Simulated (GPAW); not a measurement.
**Ballistic transport through a carbon nanotube (3, 3); a Na atom over a ring, cheap and dear**

How well does a carbon nanotube (3, 3); a Na atom over a ring conduct at low bias, and how far do basis and functional move the answer?

Calculated with GPAW 26.7.0; GPAW LCAO, PAW setups; Landauer transmission from Green's functions with principal layers (ASE), zero bias.

This is a report of a sequence of runs, with most program output left out.

### Step 1. The structure

The cell holds 145 atoms: 144 C and 1 Na. Cell: a = 12.068 Å, b = 12.068 Å, c = 29.514 Å, α = 90.0°, β = 90.0°, γ = 90.0°. Regions: left lead, 60 atoms (60 C); channel, 25 atoms (24 C and 1 Na); right lead, 60 atoms (60 C). Vacuum lies along a and b. The structure is stacked along c, and the current runs across the ab planes.

### Step 2. GPAW, szp

The second zeta is dropped, the polarisation orbitals stay.

Contents of run.py:

```python
import json
import numpy as np
from ase import Atoms
from ase.transport.calculators import TransportCalculator
from gpaw import GPAW, FermiDirac
from gpaw.lcao.tools import get_lcao_hamiltonian
from scipy.linalg import eigh

# The junction with lead layers at both ends, along the third cell vector
device = Atoms(
    ['C', 'C', 'C', 'C', 'C', 'C', 'C', 'C', 'C', 'C', 'C', 'C', 'C', 'C', 'C', 'C', 'C', 'C', 'C', 'C', 'C', 'C', 'C', 'C', 'C', 'C', 'C', 'C', 'C', 'C', 'C', 'C', 'C', 'C', 'C', 'C', 'C', 'C', 'C', 'C', 'C', 'C', 'C', 'C', 'C', 'C', 'C', 'C', 'C', 'C', 'C', 'C', 'C', 'C', 'C', 'C', 'C', 'C', 'C', 'C', 'C', 'C', 'C', 'C', 'C', 'C', 'Na', 'C', 'C', 'C', 'C', 'C', 'C', 'C', 'C', 'C', 'C', 'C', 'C', 'C', 'C', 'C', 'C', 'C', 'C', 'C', 'C', 'C', 'C', 'C', 'C', 'C', 'C', 'C', 'C', 'C', 'C', 'C', 'C', 'C', 'C', 'C', 'C', 'C', 'C', 'C', 'C', 'C', 'C', 'C', 'C', 'C', 'C', 'C', 'C', 'C', 'C', 'C', 'C', 'C', 'C', 'C', 'C', 'C', 'C', 'C', 'C', 'C', 'C', 'C', 'C', 'C', 'C', 'C', 'C', 'C', 'C', 'C', 'C', 'C', 'C', 'C', 'C', 'C', 'C'],
    positions=[
        [4.12267, 6.72967, 0.61488],
        [5.01700, 7.79550, 0.61488],
        [5.01700, 4.27250, 0.61488],
        [6.38720, 4.03090, 0.61488],
        [7.59213, 7.34143, 0.61488],
        [8.06800, 6.03400, 0.61488],
        [4.00000, 6.03400, 1.84463],
        [4.47587, 4.72657, 1.84463],
        [5.68080, 8.03710, 1.84463],
        [7.05100, 7.79550, 1.84463],
        [7.05100, 4.27250, 1.84463],
        [7.94534, 5.33833, 1.84463],
        [4.12267, 6.72967, 3.07439],
        [5.01700, 7.79550, 3.07439],
        [5.01700, 4.27250, 3.07439],
        [6.38720, 4.03090, 3.07439],
        [7.59213, 7.34143, 3.07439],
        [8.06800, 6.03400, 3.07439],
        [4.00000, 6.03400, 4.30415],
        [4.47587, 4.72657, 4.30415],
        [5.68080, 8.03710, 4.30415],
        [7.05100, 7.79550, 4.30415],
        [7.05100, 4.27250, 4.30415],
        [7.94534, 5.33833, 4.30415],
        [4.12267, 6.72967, 5.53390],
        [5.01700, 7.79550, 5.53390],
        [5.01700, 4.27250, 5.53390],
        [6.38720, 4.03090, 5.53390],
        [7.59213, 7.34143, 5.53390],
        [8.06800, 6.03400, 5.53390],
[... 109 atom lines left out ...]
        [4.00000, 6.03400, 28.89927],
        [4.47587, 4.72657, 28.89927],
        [5.68080, 8.03710, 28.89927],
        [7.05100, 7.79550, 28.89927],
        [7.05100, 4.27250, 28.89927],
        [7.94534, 5.33833, 28.89927]],
    cell=[[12.068, 0.0, 0.0], [0.0, 12.068, 0.0], [0.0, 0.0, 29.51415]],
    pbc=True,
    magmoms=[0.0, 0.0, 0.0, 0.0, 0.0, 0.0, 0.0, 0.0, 0.0, 0.0, 0.0, 0.0, 0.0, 0.0, 0.0, 0.0, 0.0, 0.0, 0.0, 0.0, 0.0, 0.0, 0.0, 0.0, 0.0, 0.0, 0.0, 0.0, 0.0, 0.0, 0.0, 0.0, 0.0, 0.0, 0.0, 0.0, 0.0, 0.0, 0.0, 0.0, 0.0, 0.0, 0.0, 0.0, 0.0, 0.0, 0.0, 0.0, 0.0, 0.0, 0.0, 0.0, 0.0, 0.0, 0.0, 0.0, 0.0, 0.0, 0.0, 0.0, 0.0, 0.0, 0.0, 0.0, 0.0, 0.0, 0.0, 0.0, 0.5, 0.0, 0.0, 0.0, 0.0, 0.0, 0.0, 0.5, 0.0, 0.0, 0.0, 0.0, 0.0, 0.0, 0.0, 0.0, 0.0, 0.0, 0.0, 0.0, 0.0, 0.0, 0.0, 0.0, 0.0, 0.0, 0.0, 0.0, 0.0, 0.0, 0.0, 0.0, 0.0, 0.0, 0.0, 0.0, 0.0, 0.0, 0.0, 0.0, 0.0, 0.0, 0.0, 0.0, 0.0, 0.0, 0.0, 0.0, 0.0, 0.0, 0.0, 0.0, 0.0, 0.0, 0.0, 0.0, 0.0, 0.0, 0.0, 0.0, 0.0, 0.0, 0.0, 0.0, 0.0, 0.0, 0.0, 0.0, 0.0, 0.0, 0.0, 0.0, 0.0, 0.0, 0.0, 0.0, 0.0])

# One principal layer of the lead: the first 36 atoms of the device
lead = Atoms(
    ['C', 'C', 'C', 'C', 'C', 'C', 'C', 'C', 'C', 'C', 'C', 'C', 'C', 'C', 'C', 'C', 'C', 'C', 'C', 'C', 'C', 'C', 'C', 'C', 'C', 'C', 'C', 'C', 'C', 'C', 'C', 'C', 'C', 'C', 'C', 'C'],
    positions=[
        [4.12267, 6.72967, 0.61488],
        [5.01700, 7.79550, 0.61488],
        [5.01700, 4.27250, 0.61488],
        [6.38720, 4.03090, 0.61488],
        [7.59213, 7.34143, 0.61488],
        [8.06800, 6.03400, 0.61488],
        [4.00000, 6.03400, 1.84463],
        [4.47587, 4.72657, 1.84463],
        [5.68080, 8.03710, 1.84463],
        [7.05100, 7.79550, 1.84463],
        [7.05100, 4.27250, 1.84463],
        [7.94534, 5.33833, 1.84463],
        [4.12267, 6.72967, 3.07439],
        [5.01700, 7.79550, 3.07439],
        [5.01700, 4.27250, 3.07439],
        [6.38720, 4.03090, 3.07439],
        [7.59213, 7.34143, 3.07439],
        [8.06800, 6.03400, 3.07439],
        [4.00000, 6.03400, 4.30415],
        [4.47587, 4.72657, 4.30415],
        [5.68080, 8.03710, 4.30415],
        [7.05100, 7.79550, 4.30415],
        [7.05100, 4.27250, 4.30415],
        [7.94534, 5.33833, 4.30415],
        [4.12267, 6.72967, 5.53390],
        [5.01700, 7.79550, 5.53390],
        [5.01700, 4.27250, 5.53390],
        [6.38720, 4.03090, 5.53390],
        [7.59213, 7.34143, 5.53390],
        [8.06800, 6.03400, 5.53390],
        [4.00000, 6.03400, 6.76366],
        [4.47587, 4.72657, 6.76366],
        [5.68080, 8.03710, 6.76366],
        [7.05100, 7.79550, 6.76366],
        [7.05100, 4.27250, 6.76366],
        [7.94534, 5.33833, 6.76366]],
    cell=[[12.068, 0.0, 0.0], [0.0, 12.068, 0.0], [0.0, 0.0, 7.37854]],
    pbc=True,
    magmoms=[0.0, 0.0, 0.0, 0.0, 0.0, 0.0, 0.0, 0.0, 0.0, 0.0, 0.0, 0.0, 0.0, 0.0, 0.0, 0.0, 0.0, 0.0, 0.0, 0.0, 0.0, 0.0, 0.0, 0.0, 0.0, 0.0, 0.0, 0.0, 0.0, 0.0, 0.0, 0.0, 0.0, 0.0, 0.0, 0.0])

settings = dict(mode='lcao', basis='szp(dzp)', xc='PBE', h=0.2,
                occupations=FermiDirac(0.1), maxiter=250,
                mixer=dict(beta=0.05, nmaxold=8, weight=100.0),
                convergence=dict(density=0.0001))
energies = np.arange(-2, 2 + 1e-9, 0.05)
eta = 0.0001
n1, n2 = 1, 1
# k and -k transmit alike, so half of the mesh across the current serves
mesh = [(i, j) for i in range(n1) for j in range(n2) if (i, j) <= (-i % n1, -j % n2)]
weights = np.array([1 if (i, j) == (-i % n1, -j % n2) else 2 for i, j in mesh]) / (n1 * n2)

# [... helper functions left out ...]
fermi_lead = ground_state(lead, (1, 1, 15), 'lead.txt')
fermi_device = ground_state(device, (1, 1, 3), 'device.txt')
# [... loop over the mesh left out, but for ...]
        # Shift the lead onto the potential of the device's first layer
        shift = ((H[:, 0, 0] - H0[:, 0, 0]) / S0[0, 0]).real.mean()
# [...]
kT = 8.617333e-5 * 77
bias = [0.1, 0.2, 0.5, 1.0, 1.5, 2.0]
# [... integrals and printing left out ...]
```

Command:

```sh
$ OMP_NUM_THREADS=1 OPENBLAS_NUM_THREADS=1 python run.py
```

The job ended after 39 min (1 thread of Arm Neoverse V1, shared host; peak memory 3.7 GiB).

Numbers from this step:

| Quantity | Value |
| --- | --- |
| conductance | 1.996 G₀ |
| largest coupling past the next principal layer | 4.02e-15 eV |
| largest misfit of the first principal layer | 0.07904 eV |
| shift that aligns the lead | -0.01425 eV |
| basis functions of the junction | 1306 |
| basis functions of a principal layer | 324 |
| transmission at the Fermi level, spin up | 1.996 |
| transmission at the Fermi level, spin down | 1.996 |

Each spin. Transmission, zone mean against energy, zero at the Fermi level:

```
energy (eV)  T, spin up  T, spin down
     -2.000       0.999         0.999
     -1.800       0.999         0.999
     -1.600       0.999         0.999
     -1.400       0.999         0.999
     -1.200        1.98          1.98
     -1.000        1.98          1.98
     -0.800        1.99          1.99
     -0.600        1.99          1.99
     -0.400        2.00          2.00
     -0.200        2.00          2.00
      0.000        2.00          2.00
      0.200        1.99          1.99
      0.400        1.96          1.96
      0.600        1.74          1.74
      0.800        2.90          2.90
      1.000        4.50          4.50
      1.200        4.73          4.73
      1.400        4.82          4.82
      1.600        4.87          4.87
      1.800        4.90          4.90
      2.000        4.93          4.93
```

Not self-consistent under bias; the bias window is split evenly. Table of current through one cell, from the zero-bias transmission by bias:

```
bias (V)  current through one cell, from the zero-bias transmission (μA)
   0.100                                                            15.5
   0.200                                                            30.9
   0.500                                                            77.3
   1.000                                                             154
   1.500                                                             224
   2.000                                                             334
```

The transmission of the three most open eigenchannels by energy, zero at the Fermi level:

```
energy (eV)  channel 1 up  channel 2 up  channel 3 up  channel 1 down  channel 2 down  channel 3 down
    -2.0000         0.999       4.3e-12       2.8e-12           0.999         4.3e-12         2.8e-12
    -1.7500         0.999             0             0           0.999               0               0
    -1.5000         0.999             0             0           0.999               0               0
    -1.2500         0.999        1.4e-5             0           0.999          1.4e-5               0
    -1.0000         0.999         0.978             0           0.999           0.978               0
    -0.7500         0.999         0.993             0           0.999           0.993               0
    -0.5000         0.999         0.997             0           0.999           0.997               0
    -0.2500         0.999         0.998             0           0.999           0.998               0
     0.0000         0.999         0.998             0           0.999           0.998               0
     0.2500         0.997         0.993             0           0.997           0.993               0
     0.5000         0.985         0.767       4.7e-10           0.985           0.765         4.7e-10
     0.7500         0.993         0.815        6.0e-6           0.993           0.816          6.0e-6
     1.0000         0.997         0.979         0.929           0.997           0.980           0.928
     1.2500         0.998         0.996         0.981           0.998           0.995           0.980
     1.5000         0.999         0.997         0.992           0.999           0.997           0.992
     1.7500         0.999         0.998         0.996           0.999           0.998           0.996
     2.0000         0.999         0.999         0.997           0.999           0.999           0.997
```

Couplings past the next layer reach 4.0e-15 eV, small enough to drop; the matrix elements of the cell's first layer differ from the bulk lead's by up to 0.079 eV. That layer keeps its own values in the calculation, and only beyond it is the lead taken as perfect.

### Step 3. Minimal basis, basis sz(dzp)

One function for each valence shell of the setup, as for a first survey of a large system.

run.py, as its differences from that of step 2:

```diff
@@ -97,3 +97,3 @@
 
-settings = dict(mode='lcao', basis='szp(dzp)', xc='PBE', h=0.2,
+settings = dict(mode='lcao', basis='sz(dzp)', xc='PBE', h=0.2,
                 occupations=FermiDirac(0.1), maxiter=250,
```

It took 7.2 min on 1 thread; peak memory 2.2 GiB.

Numbers from this step:

```
conductance                                    : 1.995 G₀
largest coupling past the next principal layer : 3.28e-15 eV
largest misfit of the first principal layer    : 0.07586 eV
shift that aligns the lead                     : -0.01811 eV
basis functions of the junction                : 583
basis functions of a principal layer           : 144
```

Each spin. Transmission, zone mean against energy, zero at the Fermi level:

```
energy (eV)  T, spin up  T, spin down
      -2.00       0.999         0.999
      -1.85       0.999         0.999
      -1.70       0.999         0.999
      -1.60       0.999         0.999
      -1.45       0.999         0.999
      -1.30        1.98          1.98
      -1.15        1.98          1.98
      -1.05        1.98          1.98
      -0.90        1.99          1.99
      -0.75        2.00          2.00
      -0.60        2.00          2.00
      -0.50        2.00          2.00
      -0.35        2.00          2.00
      -0.20        2.00          2.00
      -0.05        2.00          2.00
       0.00        2.00          2.00
       0.05        1.99          1.99
       0.20        1.99          1.99
       0.35        1.99          1.99
       0.50        1.97          1.97
       0.60        1.94          1.94
       0.75        1.70          1.70
       0.90       0.988         0.988
       1.05        1.01          1.01
       1.15       0.998         0.998
       1.30        4.14          4.13
       1.45        4.56          4.56
       1.60        4.70          4.70
       1.70        4.76          4.76
       1.85        4.82          4.82
       2.00        4.86          4.86
```

Not self-consistent under bias; the bias window is split evenly. The current through one cell, from the zero-bias transmission by bias:

```
bias (V)  current through one cell, from the zero-bias transmission (μA)
   0.100                                                            15.5
   0.200                                                            30.9
   0.500                                                            77.3
   1.000                                                             154
   1.500                                                             230
   2.000                                                             288
```

Transmission of the three most open eigenchannels against energy, zero at the Fermi level:

```
energy (eV)  channel 1 up  channel 2 up  channel 3 up  channel 1 down  channel 2 down  channel 3 down
     -2.000         0.999       2.2e-12       1.4e-12           0.999         2.2e-12         1.4e-12
     -1.800         0.999             0             0           0.999               0               0
     -1.600         0.999             0             0           0.999               0               0
     -1.400         0.999        1.6e-9             0           0.999          1.6e-9               0
     -1.200         0.999         0.980             0           0.999           0.980               0
     -1.000         0.999         0.988             0           0.999           0.988               0
     -0.800         0.999         0.996             0           0.999           0.996               0
     -0.600         0.999         0.998             0           0.999           0.998               0
     -0.400         0.999         0.998             0           0.999           0.998               0
     -0.200         0.999         0.998             0           0.999           0.998               0
      0.000         0.998         0.997             0           0.998           0.997               0
      0.200         0.998         0.995             0           0.998           0.995               0
      0.400         0.995         0.987             0           0.995           0.987               0
      0.600         0.980         0.958             0           0.980           0.958               0
      0.800         0.848         0.451       1.5e-10           0.849           0.449         1.5e-10
      1.000         0.905       0.00849        6.3e-9           0.905         0.00842          6.4e-9
      1.200         0.999         0.687         0.599           0.999           0.687           0.598
      1.400         0.996         0.987         0.940           0.996           0.987           0.939
      1.600         0.998         0.995         0.972           0.998           0.995           0.972
      1.800         0.999         0.996         0.985           0.999           0.996           0.985
      2.000         0.999         0.998         0.991           0.999           0.998           0.991
```

The transmission at the Fermi level comes to 2.00 (T, spin up) and 2.00 (T, spin down). The current reaches 288 μA at 2 V, close to what the ratio of current to bias at 0.1 V would give.

### Step 4. LDA in the szp basis: xc = "LDA"

Back in the szp basis, the functional changes from PBE to LDA, to set the spread between functionals beside that between bases.

run.py, as its differences from that of step 3:

```diff
@@ -97,3 +97,3 @@
 
-settings = dict(mode='lcao', basis='sz(dzp)', xc='PBE', h=0.2,
+settings = dict(mode='lcao', basis='szp(dzp)', xc='LDA', h=0.2,
                 occupations=FermiDirac(0.1), maxiter=250,
```

Elapsed: 44 min, on 1 thread; peak memory 3.7 GiB.

Numbers from this step:

```
conductance                                    : 1.997 G₀
largest coupling past the next principal layer : 4.02e-15 eV
largest misfit of the first principal layer    : 0.07401 eV
shift that aligns the lead                     : -0.01693 eV
basis functions of the junction                : 1306
basis functions of a principal layer           : 324
transmission at the Fermi level, spin up       : 1.997
transmission at the Fermi level, spin down     : 1.997
```

The conductance equals that of the szp run to 0.2 %.

### Step 5. Cost and result by level

Times are for 1 thread of Arm Neoverse V1, shared host. The series side by side:

```
no.      run  conductance (G₀)     time  memory (GiB)
  1      szp             1.996   39 min           3.7
  2       sz             1.995  7.2 min           2.2
  3  szp LDA             1.997   44 min           3.7
```

### Step 6. The levels side by side

The curves are compared point by point over the common energies.

This step: comparison of transmission and cost over codes and levels (GPAW 26.7.0).

Ladder, by row:

```
   step  code  T at the Fermi level (sum over the listed spins)  conductance (G0)  r.m.s. T(E) from the first  wall time (s)  peak memory (GiB)  threads
    szp  GPAW                                             3.993             1.996                           0           2358               3.69        1
     sz  GPAW                                             3.991             1.995                        2.26          430.7               2.18        1
szp-LDA  GPAW                                             3.993             1.997                      0.1963           2616               3.66        1
```

Transmission, zone mean, sum over the listed spins against energy, zero at the Fermi level:

```
energy (eV)   szp    sz  szp-LDA
      -2.00  2.00  2.00     2.00
      -1.90  2.00  2.00     2.00
      -1.80  2.00  2.00     2.00
      -1.70  2.00  2.00     2.00
      -1.55  2.00  2.00     2.00
      -1.45  2.00  2.00     2.00
      -1.35  2.00  2.00     2.00
      -1.25  2.00  3.96     2.00
      -1.15  3.95  3.96     3.95
      -1.05  3.95  3.97     3.94
      -0.90  3.97  3.98     3.97
      -0.80  3.98  3.99     3.98
      -0.70  3.99  3.99     3.99
      -0.60  3.99  3.99     3.99
      -0.50  3.99  3.99     3.99
      -0.40  3.99  3.99     3.99
      -0.25  3.99  3.99     3.99
      -0.20  3.99  3.99     3.99
      -0.15  3.99  3.99     3.99
      -0.05  3.99  3.99     3.99
       0.00  3.99  3.99     3.99
       0.05  3.99  3.99     3.99
       0.15  3.99  3.99     3.99
       0.25  3.98  3.98     3.98
       0.40  3.93  3.96     3.94
       0.50  3.50  3.94     3.71
       0.60  3.48  3.88     3.07
       0.70  3.66  3.68     3.73
       0.80  5.81  2.60     4.44
       0.90  8.35  1.98     8.04
       1.05  9.28  2.03     9.21
       1.15  9.39  2.00     9.36
       1.25  9.51  7.52     9.50
       1.35  9.60  8.69     9.59
       1.45  9.66  9.12     9.65
       1.55  9.71  9.33     9.71
       1.70  9.77  9.52     9.77
       1.80  9.80  9.60     9.80
       1.90  9.83  9.68     9.83
       2.00  9.85  9.71     9.85
```

(Part 1 of 2 ends here.)

[Logs are printed without paths, hosts, clocks, repeated set-up lines and the standing remarks that a program may print on its own settings, such as how far it seeks lower states.]

[Hosts, paths, dates, database ids (printed as entryN), source tags and the programs' standing remarks are cut or masked in the printed files.]
